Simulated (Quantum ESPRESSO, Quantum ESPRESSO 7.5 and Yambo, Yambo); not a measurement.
# Bi2S2O (P4/nmm): Bethe-Salpeter spectra with Yambo

Aim: the absorption spectrum of Bi2S2O (P4/nmm) with electron-hole interaction, and what each part of the kernel does.

Method: PBEsol and many-body steps on it, plane waves, in Quantum ESPRESSO 7.5 and Yambo 5.3.0.

**1. Set-up**

It takes space group P4/nmm (No. 129, tetragonal). Conventional cell: a = 3.954 Å, b = 3.954 Å, c = 14.051 Å, α = 90.00°, β = 90.00°, γ = 90.00°. Bi has 5 S at 2.52 to 2.82 Å nearest. Nearest to Bi lie 4 O at 2.34 Å and 4 S at 3.12 Å. S has 4 Bi at 2.82 Å nearest. Nearest to S lie 5 Bi at 2.52 to 3.12 Å. O has 4 Bi at 2.34 Å nearest. Farther neighbours and most contacts between anions are not listed.

The cell and positions are those that the Materials Project relaxed with its own functionals (PBE, PBE+U or r2SCAN), kept fixed. Spin-orbit coupling is left out unless a step names it.

**2. Empty states on the mesh, 4×4×1 mesh, 295 bands**

This step: Quantum ESPRESSO 7.5; DFT, PBEsol, plane waves, norm-conserving pseudopotentials.

The sums over transitions need many empty states on a uniform mesh; this step solves for them.

Contents of pw.in:

```
&control
  calculation = 'nscf'
  prefix = 'x'
  outdir = 'o'
  pseudo_dir = 'pseudo'
/
&system
  ibrav = 0
  nat = 10
  ntyp = 3
  ecutwfc = 76.0
  nbnd = 295
  force_symmorphic = .true.
/
&electrons
  conv_thr = 1e-9
  electron_maxstep = 80
  diago_full_acc = .true.
  diago_thr_init = 5e-6
/
ATOMIC_SPECIES
  Bi 208.98 Bi.upf
  S 32.06 S.upf
  O 15.999 O.upf
CELL_PARAMETERS angstrom
  3.9541013900 0.0000000000 0.0000000000
  0.0000000000 3.9541013900 0.0000000000
  0.0000000000 0.0000000000 14.0505795800
ATOMIC_POSITIONS crystal
  Bi 0.0000000000 0.5000000000 0.8664958300
  Bi 0.5000000000 0.0000000000 0.1335041700
  Bi 0.5000000000 0.0000000000 0.5890931400
  Bi 0.0000000000 0.5000000000 0.4109068600
  S 0.5000000000 0.0000000000 0.8943134100
  S 0.0000000000 0.5000000000 0.1056865900
  S 0.0000000000 0.5000000000 0.6874875200
  S 0.5000000000 0.0000000000 0.3125124800
  O 0.0000000000 0.0000000000 0.5000000000
  O 0.5000000000 0.5000000000 0.5000000000
K_POINTS automatic
  4 4 1 0 0 0
```

The run is started by

```sh
$ OMP_NUM_THREADS=1 mpirun -n 4 pw.x -nk 4 -in pw.in > pw.out
```

Output:

```text
Program PWSCF v.7.5 starts

     This program is part of the open-source Quantum ESPRESSO suite
     for quantum simulation of materials; please cite
         "P. Giannozzi et al., J. Phys.:Condens. Matter 21 395502 (2009);
         "P. Giannozzi et al., J. Phys.:Condens. Matter 29 465901 (2017);
         "P. Giannozzi et al., J. Chem. Phys. 152 154105 (2020);
     in publications or presentations arising from this work. More details at

     Atomic positions and unit cell read from directory:
     o/x.save/

     Message from routine setup:
[...]
13.8087  13.8087  14.4602  14.4603  16.5829  16.5829  17.1740  17.1740
     [... 25 further rows ...]
    59.0817  59.0817  59.2417  59.2418  59.3457  59.3457  60.0478  60.0478
    60.2815  60.2815  60.6528  60.6529  61.1914  61.1915  61.2479

          k = 0.2500 0.2500 0.0000 ( 16593 PWs)   bands (ev):

     [... further k-points ...]

     highest occupied, lowest unoccupied level (ev):     9.5965   10.5410

     XML data file, pseudopotentials, collected wavefunctions

=------------------------------------------------------------------------------=
   JOB DONE.
=------------------------------------------------------------------------------=
```

Elapsed: 2.3 min, on 4 MPI ranks of Arm Neoverse V2, shared host; peak memory 2 GiB; 9.2 min of CPU time.

Numbers from this step:

* gap: 0.9445 eV
* k of the valence top: 0, -0.5, 0
* k of the conduction bottom: 0, -0.5, 0
* least direct gap: 0.9445 eV
* k points computed: 6
* lowest point of the top converged band, above the valence top: 50.1380 eV

On this mesh the gap is 0.944 eV.

The density comes from a self-consistent run that is not shown.

**3. Conversion and set-up**

This step: Yambo 5.3.0; conversion and set-up on PBEsol, plane waves, norm-conserving pseudopotentials.

The states are converted to the many-body program's format and the q mesh is built.

The run is started by

```sh
$ (cd o/x.save; p2y > p2y.log; mv SAVE ../..); yambo > setup.log
```

Output:

```text
 Yambo, version 5.3.0

 [02] CORE Variables Setup
 =========================

  [02.01] Unit cells
  ==================

  Cell kind             :  Unknown
  Atoms in the cell     :  Bi  S  O
  number of Bi atoms    :   4
  number of S  atoms    :   4
  number of O  atoms    :  2

  List of atomic masses
  Mass of Bi    :  208.9800
  Mass of S     :  32.06000
  Mass of O     :  15.99900

  List of atomic coordinates    : [cc]
  Bi1       :   0.00000   3.73608  23.00698  order 1
  Bi2       :  3.736084  0.000000  3.544769  order 2
[...]
==========================================

 IBZ Q-points                                      :   6
 BZ  Q-points                                      :  16

 K/Q-points units:
 rlu = crystal or reduced units; cc = cartesian coordinates; iku = interal k-units

 Q [1]          [rlu]:  0.000000  0.000000  0.000000
 Q [2]          [rlu]:  0.000000  0.250000  0.000000
 Q [3]          [rlu]:  0.000000 -0.500000  0.000000
 Q [4]          [rlu]:  0.250000  0.250000  0.000000
 Q [5]          [rlu]:  0.250000 -0.500000  0.000000
 Q [6]          [rlu]: -0.500000 -0.500000  0.000000

  [03.01] X indexes
  =================

   [03.01.01] Sigma indexes
   ========================

 [06] Game Over & Game summary
```

Elapsed: 3.2 s, on 1 MPI rank; peak memory 0.26 GiB.

**4. Screening and self-energy, 4×4×1 mesh, 295 bands, screening to 115.6 eV**

Now the one-shot GW correction: screening in the RPA, then the self-energy of the levels asked for.

This step: G0W0 on PBEsol, plane waves, norm-conserving pseudopotentials.

Contents of gw1.in:

```
HF_and_locXC
gw0
dyson
ppa
em1d
rim_cut
RandQpts= 1000000
RandGvec= 1 RL
EXXRLvcs= 76 Ry
VXCRLvcs= 304 Ry
Chimod= "HARTREE"
% BndsRnXp
 1 | 295 |
%
NGsBlkXp= 8.5 Ry
% LongDrXp
 1 | 1 | 1 |
%
% GbndRnge
 1 | 295 |
%
DysSolver= "n"
ExtendOut
PPAPntXp= 27.21138 eV
% QPkrange
 1 | 6 | 55 | 70 |
%
```

The run is started by

```sh
$ OMP_NUM_THREADS=1 mpirun -n 4 yambo -F gw1.in -J gw1 -C gw1 > gw1.log
```

Output:

```text
 Yambo, version 5.3.0

 [02] CORE Variables Setup
 =========================

  [... cell, symmetries and grids as in the set-up ...]

  [02.05] Energies & Occupations
  ==============================

  [X] === General ===
  [X] Electronic Temperature                        :  0.000000  0.000000 [eV K]
  [X] Bosonic    Temperature                        :  0.000000  0.000000 [eV K]
  [X] Finite Temperature mode                       : no
  [X] El. density                                   :  0.58267E+24 [cm-3]
[...]
Sx RL components                                 :  16637

   QP @ state[ 1 ] K range                          :   1   6
   QP @ state[ 1 ] b range                          :   55   70
   GF energies kind                                 : Perdew, Burke & Ernzerhof SOL(X)+Perdew, Burke & Ernzerhof SOL(C)
   GF WF`s kind                                     : Perdew, Burke & Ernzerhof SOL(X)+Perdew, Burke & Ernzerhof SOL(C)
   Xs energies kind                                 : Perdew, Burke & Ernzerhof SOL(X)+Perdew, Burke & Ernzerhof SOL(C)
   Xs WF`s kind                                     : Perdew, Burke & Ernzerhof SOL(X)+Perdew, Burke & Ernzerhof SOL(C)

 [11] Game Over & Game summary
```

Run time: 32 min. Hardware: 4 MPI ranks; peak memory 5.6 GiB; 2.2 h of CPU time.

Numbers from this step:

| Property | Result |
| --- | --- |
| G0W0 gap on the mesh | 1.308 eV |
| starting gap on the mesh | 0.9445 eV |
| k of the valence top | 0, -0.5, 0 |
| k of the conduction bottom | 0, -0.5, 0 |
| least direct G0W0 gap on the computed points | 1.308 eV |

The gap on the mesh goes from 0.94 eV to 1.31 eV, a correction of +0.36 eV.

The gap opens by 0.364 eV; the next steps shift the empty bands rigidly by 0.364 eV.

**5. Excitons**

Light makes an electron and a hole together. The Bethe-Salpeter equation adds their screened attraction and their exchange, in a window of bands around the gap.

This step: Bethe-Salpeter equation on PBEsol with a scissors shift, plane waves, norm-conserving pseudopotentials.

Contents of bse3.in:

```
optics
bss
bse
em1s
dipoles
rim_cut
RandQpts= 1000000
RandGvec= 1 RL
Chimod= "HARTREE"
BSKmod= "SEX"
BSEmod= "resonant"
BSSmod= "d"
BSENGexx= 30 Ry
BSENGBlk= 6 Ry
% BSEQptR
 1 | 1 |
%
% BSEBands
 49 | 76 |
%
% BEnRange
 0 | 6 | eV
%
% BDmRange
 0.1 | 0.1 | eV
%
BEnSteps= 121
% BLongDir
 1 | 0 | 0 |
%
% BndsRnXs
 1 | 171 |
%
NGsBlkXs= 6 Ry
% LongDrXs
 1 | 1 | 1 |
%
% KfnQP_E
 0.364 | 1.0 | 1.0 |
%
WRbsWF
```

The run is started by

```sh
$ OMP_NUM_THREADS=1 mpirun -n 4 yambo -F bse3.in -J bse3 -C bse3 > bse3.log
```

Output:

```text
 Yambo, version 5.3.0

 [02] CORE Variables Setup
 =========================

  [... cell, symmetries and grids as in the set-up ...]

  [02.05] Energies & Occupations
  ==============================

  [X] === General ===
  [X] Electronic Temperature                        :  0.000000  0.000000 [eV K]
  [X] Bosonic    Temperature                        :  0.000000  0.000000 [eV K]
  [X] Finite Temperature mode                       : no
  [X] El. density                                   :  0.58267E+24 [cm-3]
  [X] Fermi Level                                   :  9.596521 [eV]

  [X] === Gaps and Widths ===
  [X] Conduction Band Min                           :  0.944472 [eV]
  [X] Valence Band Max                              :  0.000000 [eV]
  [X] Filled Bands                                  :   64
  [X] Empty Bands                                   :   65  295
  [X] Direct Gap                                    :  0.944472 [eV]
  [X] Direct Gap localized at k                     :  3
  [X] Indirect Gap                                  :  0.944472 [eV]
  [X] Indirect Gap between kpts                     :  3  3
  [X] Last valence band width                       :  1.169684 [eV]
  [X] 1st conduction band width                     :  1.913087 [eV]

 [03] Transferred momenta grid and indexing
 ==========================================

 [BZ sampling] Q-grid is User defined and/or read from the database

 IBZ Q-points                                      :   6
 BZ  Q-points                                      :  16

 K/Q-points units:
 rlu = crystal or reduced units; cc = cartesian coordinates; iku = interal k-units

 Q [1]          [rlu]:  0.000000  0.000000  0.000000
 Q [2]          [rlu]:  0.000000  0.250000  0.000000
 Q [3]          [rlu]:  0.000000 -0.500000  0.000000
 Q [4]          [rlu]:  0.250000  0.250000  0.000000
 Q [5]          [rlu]:  0.250000 -0.500000  0.000000
 Q [6]          [rlu]: -0.500000 -0.500000  0.000000

  [03.01] X + BSE indexes
  =======================

   [03.01.01] Sigma indexes
   ========================

 [04] Coloumb potential Random Integration (RIM)
 ===============================================

  [04.01] RIM initialization
  ==========================

  * Diagonal components only detected *

  8 x (sBL volume)        :  0.083661 [a.u.]
  sBZ random points       :  1000000
  Points outside the sBZ  :   7992674
  RL volume               :  0.167322 [a.u.]
  Integrated volume       :  0.167475 [a.u.]

  [04.02] RIM integrals
  =====================

  Gamma point sphere radius             :  0.079334 [a.u.]
  Points outside the sphere             :   799819
  [Int_sBZ(q=0) 1/q^2]*(Vol_sBZ)^(-1/3) =:  7.665912
                                 should be <:  7.795600

  Summary of Coulomb integrals for non-metallic bands |Q|[au] RIM/Bare

  Q [1] 0.100000E-4 0.983364 * Q [2] 0.210220 1.025956
  Q [4] 0.297295 1.037230 * Q [3] 0.420439 1.013193
  Q [5] 0.470065 1.013054 * Q [6] 0.594591 1.008378

 [WARNING] [Xs] User bands 1-171 break level degeneracy

 [05] External/Internal QP corrections
 =====================================

 [QP_apply] Action to be applied: USER defined scissor

  [05.01]  QP corrections report
  ==============================

  [K+QP] === General ===
  [K+QP] Electronic Temperature                     :  0.000000  0.000000 [eV K]
  [K+QP] Bosonic    Temperature                     :  0.000000  0.000000 [eV K]
  [K+QP] Finite Temperature mode                    : no
  [K+QP] El. density                                :  0.58267E+24 [cm-3]
  [K+QP] Fermi Level                                :  0.000000 [eV]

  [K+QP] === Gaps and Widths ===
  [K+QP] Conduction Band Min                        :  1.308472 [eV]
  [K+QP] Valence Band Max                           :  0.000000 [eV]
  [K+QP] Filled Bands                               :   64
  [K+QP] Empty Bands                                :   65  295
  [K+QP] Direct Gap                                 :  1.308472 [eV]
[...]
[K+QP] Indirect Gap between kpts                  :  3  3
  [K+QP] Last valence band width                    :  1.169684 [eV]
  [K+QP] 1st conduction band width                  :  1.913087 [eV]

  [coarse-grid] Minimum Bare Gap        [ev]:  0.944472
  [coarse-grid] Minimum Gap Correction  [ev]:  0.364000

  Eqp @ K [1]
  -153.3805 -153.3804 -153.0732 -153.0731  -91.4322  -91.4322  -91.4322  -91.4322
  -91.36842 -91.36842 -91.11314 -91.11293 -91.09464 -91.09464 -91.09452 -91.09452
  -22.76312 -22.76227 -22.72691 -22.72387 -22.72359 -22.72322 -22.66128 -22.66128
  -22.65810 -22.65810 -22.58908 -22.42082 -22.42082 -22.41832 -22.40221 -22.38735
  -22.36001 -22.35553 -22.35553 -22.33299 -18.86205 -16.45347 -14.03161 -13.68912
  -12.14442 -11.82729  -9.70403  -8.34910  -7.93334  -6.98372  -5.14659  -5.14659
[...]
[... 4 further rows ...]
[...]
Eqp @ K [2]
[...]
[... 4 further rows ...]
[...]
Eqp @ K [3]
[...]
[... 4 further rows ...]
[...]
Eqp @ K [4]
[...]
[... 4 further rows ...]
[...]
Eqp @ K [5]
[...]
[... 4 further rows ...]
[...]
Eqp @ K [6]
[...]
5.302930  5.302930  6.739494  6.739495  6.955333  6.955333  9.266685  9.266685
     [... 4 further rows ...]
   16.75709  16.75709  17.87989  17.87989  17.92820  17.92820  19.35249  19.35249
   19.45485  19.45485  19.60183  19.60183  19.70413  19.70413  20.06761  20.06761

 [06] Dipoles
 ============

  [06.01] Setup: observables and procedures
  =========================================

  [WARNING] [x,Vnl] slows the Dipoles computation. To neglect it rename the ns.kb_pp file

  [WARNING] [r,Vnl^pseudo] included in position and velocity dipoles.

  [WARNING] In case H contains other non local terms, these are neglected

 [07] Static Dielectric Matrix
 =============================

 [WR./bse3//ndb.em1s]------------------------------------------------------------
  Brillouin Zone Q/K grids (IBZ/BZ)                :   6  16   6  16
  RL vectors                                       :  19739 [WF]
  Coulomb cutoff potential                         : none
  Electronic Temperature                           :  0.000000 [K]
  Bosonic    Temperature                           :  0.000000 [K]
  Static diel. fun.  energies                      : Perdew, Burke & Ernzerhof SOL(X)+Perdew, Burke & Ernzerhof SOL(C)
  wavefunctions                                    : Perdew, Burke & Ernzerhof SOL(X)+Perdew, Burke & Ernzerhof SOL(C)
  Global Gauge                                     : length
  X matrix size                                    :   365
  X band range                                     :    1  171
  X e/h energy range                               : -1.000000 -1.000000 [eV]
  X Time ordering                                  : T
  X Hxc Kernel                                     : HARTREE
  X Drude frequency                                :  0.000000  0.000000
  X poles                                          :  100.0000 [o/o]
  RL vectors in the sum                            :  19739
  [r,Vnl] included                                 : yes
  Field direction                                  :  0.577350E-5  0.577350E-5  0.577350E-5
  BZ energy Double Grid                            : no
  BZ energy DbGd points                            : 0
  BZ Q point size factor                           : -1.000000
  X Optical Averaged directions                    : none

 [08] Bethe Salpeter Equation driver
 ===================================

  [08.01] Bethe Salpeter Equation @q1
  ===================================

   [08.01.01] Transition pre-analysis @q1
   ======================================

   [08.01.02] Transition Groups build-up @q1
   =========================================

   [BSK] Transition groups (total):  12
   [BSK] Size (resonant):  3072
   [BSK]         (total):  3072
   [BSK] N. of matrices :  1

   [08.01.03] Loading Dipoles @q1
   ==============================

   [08.01.04] Independent Particles properties @q1
   ===============================================

   ==========================================================

   [BSE] Exchange components :   4175
   [BSE] Correlation components :   365  1219

    [08.01.05.01] Screened interaction header I/O
    =============================================

    [08.01.05.02] Main kernel loop
    ==============================

    [08.01.05.03] Wave-Function Phases
    ==================================

    [BSE] WF phases found       :  61.01190 [o/o]

   [08.01.06] BSE solver(s) @q1
   ============================

   [08.01.07] Diago Solver @q1
   ===========================

 [11] Game Over & Game summary
```

The job ended after 7.2 min (4 MPI ranks; peak memory 2.4 GiB; 29 min of CPU time).

Numbers from this step:

```
transitions in the window                                      : 3072
direct gap of the transition levels                            : 1.308 eV
lowest state                                                   : 1.185 eV
first strong exciton (over a fiftieth of the strongest listed) : 1.195 eV
binding of the lowest state below the direct gap               : 0.1235 eV
Coulomb term of one mesh cell                                  : 0.1253 eV
```

The binding is 0.99 times the screened Coulomb term of one mesh cell (0.13 eV), so it is not shown settled.

The lowest state lies at 1.185 eV, 0.124 eV under the direct gap.

Lines within 3 meV are set at the lowest of them, and the highest group, which the list may cut short, is left out. Lines of the exciton spectrum (strongest = 100):

```csv
position (eV),lines merged,"strength, relative"
1.185,2,0.0
1.195,2,100
1.228,2,0.0
1.234,1,0.0
1.359,1,0.0
1.672,1,0.0
1.682,1,0.0
1.699,4,73
1.704,2,85
1.710,2,0.0
1.728,1,0.0
1.782,4,0.0
```

The ε₂ has structure finer than the step of the table below, so its rows give means over 0.25 eV, whole bins alone (the curve runs from 0 to 6 eV). Peaks (eV: height): BSE 1.200: 44.7, 1.700: 68.7, 2.700: 34.4; no electron-hole interaction 1.300: 35.6, 1.850: 63.5, 2.850: 33.1.

Field along x; broadening 0.1 eV; transition window only. Limits: finite bands, cutoff and mesh; no spin-orbit coupling; coarse k mesh; exciton not shown settled in the k mesh. Table of ε₂ by photon energy; means over each step:

```csv
photon energy (eV),BSE,no electron-hole interaction
0.25,0.971,0.717
0.50,1.56,1.07
0.75,3.21,1.87
1.00,13.2,4.95
1.25,31.2,23.8
1.50,22.6,15.3
1.75,46.6,35.6
2.00,12.4,30.5
2.25,14.4,11.2
2.50,16.6,13.6
2.75,28.1,21.3
3.00,22.3,27.8
3.25,12.3,18.1
3.50,10.7,13.6
3.75,11.7,10.1
4.00,11.2,11.6
4.25,11.9,12.2
4.50,11.0,11.8
4.75,11.7,10.6
5.00,8.84,11.3
5.25,7.88,9.66
5.50,7.28,8.25
5.75,7.02,8.17
```

(Part 1 of 3 ends here.)

[Paths, hosts, dates, memory and timing lines, banners, echoed tables and standing remarks are left out of the program output.]

[Logs are printed without paths, hosts, clocks, repeated set-up lines and the standing remarks that a program may print on its own settings, such as how far it seeks lower states.]

[Runs of the session that timed out or met a known fault of the program may be left out.]

[Hosts, paths, dates, database ids (printed as entryN), source tags and the programs' standing remarks are cut or masked in the printed files.]
